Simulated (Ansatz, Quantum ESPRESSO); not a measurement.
# SrLiH3 (Pm-3m): third-order response, part 3 of 3

Aim: Raman and infrared lines of SrLiH3 (Pm-3m).

Quantum ESPRESSO 8.0 development, patched; DFT LDA, scalar-relativistic, plane waves, PseudoDojo norm-conserving pseudopotentials.

So far. Step 6 (Zone-centre analysis): The rule moves no optical mode by more than 0.1 cm⁻¹. Step 9 (The LO-TO splitting (1 0 0)): The field moves 3 modes; the highest of them now lies at 1385 cm⁻¹, where the highest that moved away lay at 1338.

## Step 10: Cross-check with Ansatz

A second program on the same cell, potentials, cutoff and meshes tests the implementation of the phonon response, not its convergence. Its field response is summed in its own way. Its k mesh is centred on Γ.

This step: DFT LDA, scalar-relativistic, plane waves, PseudoDojo norm-conserving pseudopotentials (Ansatz 0.2.0).

Contents of input.yaml:

```yaml
crystal:
  lattice:
    - [4.5397567292, 0.0, 0.0]
    - [0.0, 4.5397567292, 0.0]
    - [0.0, 0.0, 4.5397567292]
  atoms:
    - { symbol: Li, position: [0.0, 0.0, 0.0] }
    - { symbol: Sr, position: [0.5, 0.5, 0.5] }
    - { symbol: H, position: [0.0, 0.5, 0.5] }
    - { symbol: H, position: [0.5, 0.0, 0.5] }
    - { symbol: H, position: [0.5, 0.5, 0.0] }
kpoints:
  mp_grid: { grid: [6, 6, 6] }
hamiltonian:
  xc: lda
  pseudopotentials: { kind: nc, accuracy: standard }
scf:
  occupations: { method: fixed }
output:
  eigenvalues: true
basis:
  ecutwfc: 897.976
phonons:
  method: dfpt
  dielectric: true
  rigid_motions: translations
  raman: true
```

Command:

```bash
ansatz run input.yaml --threads 4 --pin off --max-ram 8192MiB --backend cpu --events-out ev --progress --plain --runs-dir out
```

Output:

```text
Warning: basis.ecutwfc = 897.976 eV is below the records' recommended 1006.821291 eV, and the density's cutoff is lower with it unless basis.ecutrho_ratio is high enough to keep the records' density cutoff: compare with a run at a higher cutoff
Engine: ansatz 0.2.0, aarch64-unknown-linux-gnu
Pseudopotentials: kind: nc
Pseudopotential: Li, nc, valence charge 3, recommended cutoff 1006.821291 eV (normal), Li.nc.azcp (PseudoDojo's, or run here from an input of PseudoDojo's; its table is named by hamiltonian.pseudopotentials.accuracy)
Pseudopotential: Sr, nc, valence charge 10, recommended cutoff 925.187132 eV (normal), Sr.nc.azcp (PseudoDojo's, or run here from an input of PseudoDojo's; its table is named by hamiltonian.pseudopotentials.accuracy)
Pseudopotential: H, nc, valence charge 1, recommended cutoff 1006.821291 eV (normal), H.nc.azcp (PseudoDojo's, or run here from an input of PseudoDojo's; its table is named by hamiltonian.pseudopotentials.accuracy)
Functional definition: SPW92
  exchange = slater_x
  correlation = pw_c
Crystal: 5 atoms, lattice volume = 93.562 Å³
Basis set: ecut = 897.976 eV, 5743 PW (Γ), exchange–correlation on 90×90×90 points (8 copies of the dense FFT grid, shifted against one another)
Bands: 13, of which v1, the nominal top of the filled ones, is band 8 counted from 1 (7 counted from 0)
Symmetry: 48 space group operations
k-points: 80 of 216 (irreducible under 2 space group operations, time reversal used)
Non-local potential: Li, projectors of the file, l = 0: 2, l = 1: 2
Non-local potential: Sr, projectors of the file, l = 0: 2, l = 1: 2, l = 2: 2
Non-local potential: H, projectors of the file, l = 0: 2, l = 1: 1
Initial density: superposition of atomic densities (chi_scale 0.1, normalization cell, long waves kept (reshape's long-wave potential 0.00 eV rms))
Initial wavefunctions: pseudopotential atomic-orbital guess
Functional: x = slater, c = lda
SCF iter   1: F=—  HF=-1174.810225 eV  |F-HF|=—  |Δ(HF+E_count)|=         —  Δρ=5.59e-2  dr2=4.21e0  ethr=3.10e-3  ⟨swp⟩=5.0  Hψ=5962  notcnv=0  defer=110
preconditioner: auto → Resta (q_TF=auto, 2.033 Å⁻¹)  ε∞=2.9  [insulator: Δε(μ)=3.043 eV  Ē_g=6.874 eV  n_scr=18 (ndim 8)  ℏωp=9.4 eV  f_vac=0.000  ε∞_Penn≈2.9]
SCF iter   2: F=—  HF=-1173.551296 eV  |F-HF|=—  |Δ(HF+E_count)|=    1.26e0  Δρ=2.19e-2  dr2=9.20e-1  ethr=3.10e-3  ⟨swp⟩=2.9  Hψ=2329  notcnv=0  defer=184
SCF iter   3: F=—  HF=-1173.225160 eV  |F-HF|=—  |Δ(HF+E_count)|=   3.26e-1  Δρ=4.58e-3  dr2=2.30e-2  ethr=3.10e-3  ⟨swp⟩=3.0  Hψ=1662  notcnv=0  defer=160
SCF iter   4: F=—  HF=-1173.220259 eV  |F-HF|=—  |Δ(HF+E_count)|=   4.90e-3  Δρ=7.00e-4  dr2=1.34e-3  ethr=1.44e-4  ⟨swp⟩=3.2  Hψ=1631  notcnv=0  defer=219
SCF iter   5: F=—  HF=-1173.220009 eV  |F-HF|=—  |Δ(HF+E_count)|=   2.50e-4  Δρ=1.93e-4  dr2=5.07e-5  ethr=8.35e-6  ⟨swp⟩=3.0  Hψ=1520  notcnv=0  defer=219
SCF iter   6: F=—  HF=-1173.220002 eV  |F-HF|=—  |Δ(HF+E_count)|=   6.95e-6  Δρ=4.56e-5  dr2=3.27e-6  ethr=3.17e-7  ⟨swp⟩=2.7  Hψ=1666  notcnv=0  defer=219
SCF iter   7: F=—  HF=-1173.220008 eV  |F-HF|=—  |Δ(HF+E_count)|=   6.35e-6  Δρ=4.35e-6  dr2=1.51e-8  ethr=2.04e-8  ⟨swp⟩=2.1  Hψ=1257  notcnv=0  defer=164
SCF iter   8: F=—  HF=-1173.219986 eV  |F-HF|=—  |Δ(HF+E_count)|=   2.25e-5  Δρ=5.85e-7  dr2=8.64e-10  ethr=9.43e-11  ⟨swp⟩=2.4  Hψ=1790  notcnv=0  defer=137
SCF iter   9: F=-1173.219986 eV  HF=-1173.219986 eV  |F-HF|=2.27e-13  |Δ(HF+E_count)|=  1.11e-10  Δρ=9.80e-8  dr2=6.74e-12  ethr=1.00e-12  ⟨swp⟩=15.4  Hψ=9274  notcnv=0
SCF 1 converged in 9 iterations: F = -1173.219986 eV  dr2 = 6.74e-12
DFPT response loops at Γ: preconditioner auto → none (the input reference at scf.mixing.eps_inf says where Resta's filter doesn't serve); β = 0.50; Broyden in place of MSR1
── the response to a field inside a basis, on 8×8×8 k-points: an SCF that follows is theirs, and a resumed run solves both again ──
Bands: 9, of which v1, the nominal top of the filled ones, is band 8 counted from 1 (7 counted from 0)
k-points: 20
Initial density: handed on by an earlier stage of this run
Initial wavefunctions: pseudopotential atomic-orbital guess (no wavefunctions were taken with the density)
Eigensolver: Dense (20 Hₖ)
SCF iter   1: F=—  HF=-1173.219859 eV  |F-HF|=—  |Δ(HF+E_count)|=         —  Δρ=1.80e-4  dr2=3.58e-6  ethr=1.00e-1
preconditioner: auto → Resta (q_TF=auto, 2.033 Å⁻¹)  ε∞=6.9  [insulator: Δε(μ)=1.682 eV  Ē_g=3.858 eV  n_scr=18 (ndim 8)  ℏωp=9.4 eV  f_vac=0.000  ε∞_Penn≈6.9]
SCF iter   2: F=—  HF=-1173.219860 eV  |F-HF|=—  |Δ(HF+E_count)|=   4.54e-7  Δρ=8.85e-5  dr2=9.24e-7  ethr=2.24e-8
SCF iter   3: F=—  HF=-1173.219860 eV  |F-HF|=—  |Δ(HF+E_count)|=   2.80e-7  Δρ=3.83e-6  dr2=1.68e-8  ethr=5.77e-9
SCF iter   4: F=—  HF=-1173.219860 eV  |F-HF|=—  |Δ(HF+E_count)|=   1.42e-9  Δρ=6.97e-7  dr2=1.06e-9  ethr=1.05e-10
SCF iter   5: F=-1173.219860 eV  HF=-1173.219860 eV  |F-HF|=9.09e-13  |Δ(HF+E_count)|=  5.71e-11  Δρ=1.66e-7  dr2=4.94e-11  ethr=6.64e-12
SCF 1 converged in 5 iterations: F = -1173.219860 eV  dr2 = 4.94e-11
DFPT response loops at Γ: mixed as the last ones told, above
DFPT response loops at Γ: mixed as the last ones told, above
SCF converged after 9 iterations
Free energy (F): -1173.219986 eV
Harris-Foulkes:  -1173.219986 eV  (|F-HF|=2.27e-13)
Internal energy: -1173.219986 eV  (E = F + TS)
E sigma→0 (E₀):  -1173.219986 eV
Fermi energy:    0.856831 eV
--- Per-component energies (eV) ---
  E_band       = -241.408374
  E_kinetic    = 431.112031
  E_local      = -992.469379  (includes V_loc(G=0)·N_el)
  E_nonlocal   = 13.166506
  E_hartree    = 283.060718
  E_xc         = -296.500450
  E_vxc        = -259.339023  (∫ρ·V_xc dr)
  E_ewald      = -611.589411
  E_smearing   = -0.000000  (= −TS)
  E_closure    = -0.000000  (closes the sum)
  Σ components = -1173.219986   (vs F -1173.219986, Δ=0.00e0)
--- Band table (eV; the first three rows and the last of 80) ---
  k-point 0: bands = [... 4 lower, -14.0280, -2.5622, -0.2591, -0.2591, 5.9368, 5.9368, 5.9368, 6.2491, ... 1 higher]
  k-point 1: bands = [... 4 lower, -14.0263, -2.3687, -0.2225, -0.1790, 5.0933, 5.7323, 5.7323, 6.9386, ... 1 higher]
  k-point 2: bands = [... 4 lower, -14.0229, -1.9327, -0.1463, -0.0902, 4.6677, 5.3976, 5.3976, 7.1481, ... 1 higher]
  k-point 79: bands = [... 4 lower, -14.1530, 0.8568, 0.8568, 0.8568, 2.9590, 2.9590, 2.9590, 5.3122, ... 1 higher]
--- Phonons (Γ-DFPT): 4 representative perturbations + reference, on 80 of 216 k-points (Σ response iterations 12) ---
  k mesh reduced under 2 symmetry operations, with k and −k counted as one. Each operation leaves every solved perturbation unchanged. A smaller set is not considered because the run solves the response to a homogeneous field
  ASR residual: 2.106e-4 → 0.000e0 eV/Å²; symmetrization residual: 8.846e-7 eV/Å²
  ASR residual per site (eV/Å²): 1.30e-5 2.11e-4 1.27e-5 1.27e-5 1.27e-5
  Γ frequencies (cm⁻¹): -449.97 -449.97 -449.97 -445.71 -445.71 -445.71 0.00 0.00 0.00 230.78 230.78 230.78 1337.50 1337.50 1337.50
  ε∞ (high-frequency dielectric tensor):
        4.026948     0.000000     0.000000
        0.000000     4.026948     0.000000
        0.000000     0.000000     4.026948
  softest optical mode at Γ: -449.97 cm⁻¹; the repairs (sum rule, projections) moved no ω² at Γ by more than (2.65 cm⁻¹)²
  Born effective charges Z* (e; rows j = field, columns β = displacement):
    site 0:
         1.43336   -0.00000    0.00000
         0.00000    1.43336    0.00000
        -0.00000    0.00000    1.43336
    site 1:
         1.59147    0.00000   -0.00000
         0.00000    1.59147    0.00000
         0.00000    0.00000    1.59147
    site 2:
        -0.94259   -0.00000    0.00000
        -0.00000   -1.04112    0.00000
        -0.00000    0.00000   -1.04112
    site 3:
        -1.04112   -0.00000    0.00000
         0.00000   -0.94259    0.00000
        -0.00000    0.00000   -1.04112
    site 4:
        -1.04112   -0.00000    0.00000
        -0.00000   -1.04112    0.00000
        -0.00000    0.00000   -0.94259
  Z* charge neutrality: 5.347e-4 e pre-enforcement
  solved inside a basis spanned on kpoints, on 8×8×8 k-points transformed towards the longest dipole: ε∞ is read to err by 9.8e-3, Z* by 1.1e-2 e (field_mesh: kpoints solves on kpoints); Z* is corrected for what the basis lacks
  Raman tensors (in the event stream and the table raman_tensors.tsv): an entry may err by 2.9e-3 Å², one of the second-order susceptibility by 5.5e-19 pm/V (basis, points and sum rule); their sum over the sites missed zero by 4.715e-20 Å² ahead of its enforcement
  optical modes at Γ without the LO–TO term, one row a degenerate level:
      ω (cm⁻¹)  modes    IR ((D/Å)²/amu)  static Raman (Å⁴/amu)  depolarisation
       -449.97      3             0.0000                 0.0000               —
       -445.71      3           165.3928                 0.0000               —
        230.78      3             9.1889                 0.0000               —
       1337.50      3            57.7663                 0.0000               —
  optical modes at Γ + LO–TO along q̂ = [1.0000, 0.0000, 0.0000]:
      ω (cm⁻¹)  modes    IR ((D/Å)²/amu)  static Raman (Å⁴/amu)  depolarisation
       -449.97      3             0.0000                 0.0000               —
       -445.71      2           110.2619                 0.0000               —
        109.51      1            10.2403                 0.0000               —
        230.78      2             6.1260                 0.0000               —
        389.58      1            40.4371                 0.0000               —
       1337.50      2            38.5109                 0.0000               —
       1384.98      1            26.7720                 0.0000               —
  optical modes at Γ + LO–TO along q̂ = [0.0000, 1.0000, 0.0000]:
      ω (cm⁻¹)  modes    IR ((D/Å)²/amu)  static Raman (Å⁴/amu)  depolarisation
       -449.97      3             0.0000                 0.0000               —
       -445.71      2           110.2619                 0.0000               —
        109.51      1            10.2403                 0.0000               —
        230.78      2             6.1260                 0.0000               —
        389.58      1            40.4371                 0.0000               —
       1337.50      2            38.5109                 0.0000               —
       1384.98      1            26.7720                 0.0000               —
  optical modes at Γ + LO–TO along q̂ = [0.0000, 0.0000, 1.0000]:
      ω (cm⁻¹)  modes    IR ((D/Å)²/amu)  static Raman (Å⁴/amu)  depolarisation
       -449.97      3             0.0000                 0.0000               —
       -445.71      2           110.2619                 0.0000               —
        109.51      1            10.2403                 0.0000               —
        230.78      2             6.1260                 0.0000               —
        389.58      1            40.4371                 0.0000               —
       1337.50      2            38.5109                 0.0000               —
       1384.98      1            26.7720                 0.0000               —
```

The job ended after 71 s (4 threads of Arm Neoverse V2, shared host; peak memory 1.4 GiB; 4.6 min of CPU time).

This step gave:

| Item | Value |
| --- | --- |
| sum-rule residual before enforcement | 2.11e-4 eV/Å² |
| miss of the charge sum rule | 5.35e-4 e |
| estimated error of the dielectric tensor | 0.009757 |
| estimated error of the Born charges | 0.01068 e |
| lowest optical zone-centre mode | -450.0 cm⁻¹ |
| mean high-frequency dielectric constant | 4.027 |
| largest Born charge in size (third of the trace) | 1.591 e |

Transverse modes; imaginary modes left out. Infrared lines, with heights relative to the strongest:

| position (cm⁻¹) | label | IR intensity ((D/Å)²/amu), degenerate modes summed, relative |
| --- | --- | --- |
| 231 | T1u | 16 |
| 1338 | T1u | 100 |

## Step 11: The two compared: QE PseudoDojo and Ansatz, PseudoDojo

Numbers from this step:

- root-mean-square difference: 0.04 cm⁻¹
- largest difference: 0.07 cm⁻¹

The two runs side by side. Further quantities:

| quantity | QE PseudoDojo | Ansatz, PseudoDojo |
| --- | --- | --- |
| mean ε∞ | 4.036 | 4.027 |
| largest Born charge in size (e; the first before, the second after the charge sum rule) | 1.594 | 1.591 |
| summed IR intensity ((D/Å)²/amu) | 232.9 | 232.3 |

At the zone centre the largest difference (acoustic modes at Γ apart) is 0.005 % of the highest mode.

## Step 12: What came out

```yaml
space_group_after_relaxation: Pm-3m
volume_per_atom: 18.7 Å³
gap_on_the_k_mesh: 1.53 eV
highest_optical_zone_centre_mode_no_lo_to_term: 1338 cm⁻¹
lowest_optical_zone_centre_mode: -450.0 cm⁻¹
highest_mode_moved_by_the_lo_to_term: 1385 cm⁻¹
mean_high_frequency_dielectric_constant: 4.04
largest_born_charge_in_size_third_of_the_trace: 1.59 e
imaginary_optical_modes_at_the_zone_centre_no_q_mesh_in_this_session: yes
largest_difference_from_ansatz_pseudodojo: 0.07 cm⁻¹
```

In words: No mode is Raman active in this structure; the strongest infrared line lies at 1338 cm⁻¹. At the LDA level the optical modes of SrLiH3 (Pm-3m) at the zone centre (no LO-TO term) run from 450i to 1338 cm⁻¹, so the structure is a saddle point, with 6 modes beyond 10i cm⁻¹ there. Along the directions run, the highest mode that the macroscopic field moves lies at 1385 cm⁻¹. Of the 12 optical modes, 3 are silent and 9 are infrared active alone. QE PseudoDojo and Ansatz, PseudoDojo agree to 0.07 cm⁻¹ (0.005 % of the highest mode compared) on all solved modes but the acoustic ones at Γ, without the LO-TO term. These are harmonic frequencies at zero temperature: anharmonic shifts and linewidths and thermal expansion are left out. The relaxation ran at 66 Ry, under the 74 Ry recommended for these files; the stress of so short a basis can leave the cell about one per cent too small. Ansatz warns that the cutoff lies 11 % under the one recommended for these files; agreement at one cutoff is not convergence. The build is a development version in which the Raman tensors of release 7.5 are mended; dynmat.x leaves out the electro-optic term of LO lines. The structure comes from a database and need not be the phase that is stable at ambient conditions.

[Host names and launcher messages were left out of these logs when they were recorded.]

[Logs are printed without paths, hosts, clocks, repeated set-up lines and the standing remarks that a program may print on its own settings, such as how far it seeks lower states.]

[Hosts, paths, dates, database ids (printed as entryN), source tags and the programs' standing remarks are cut or masked in the printed files.]
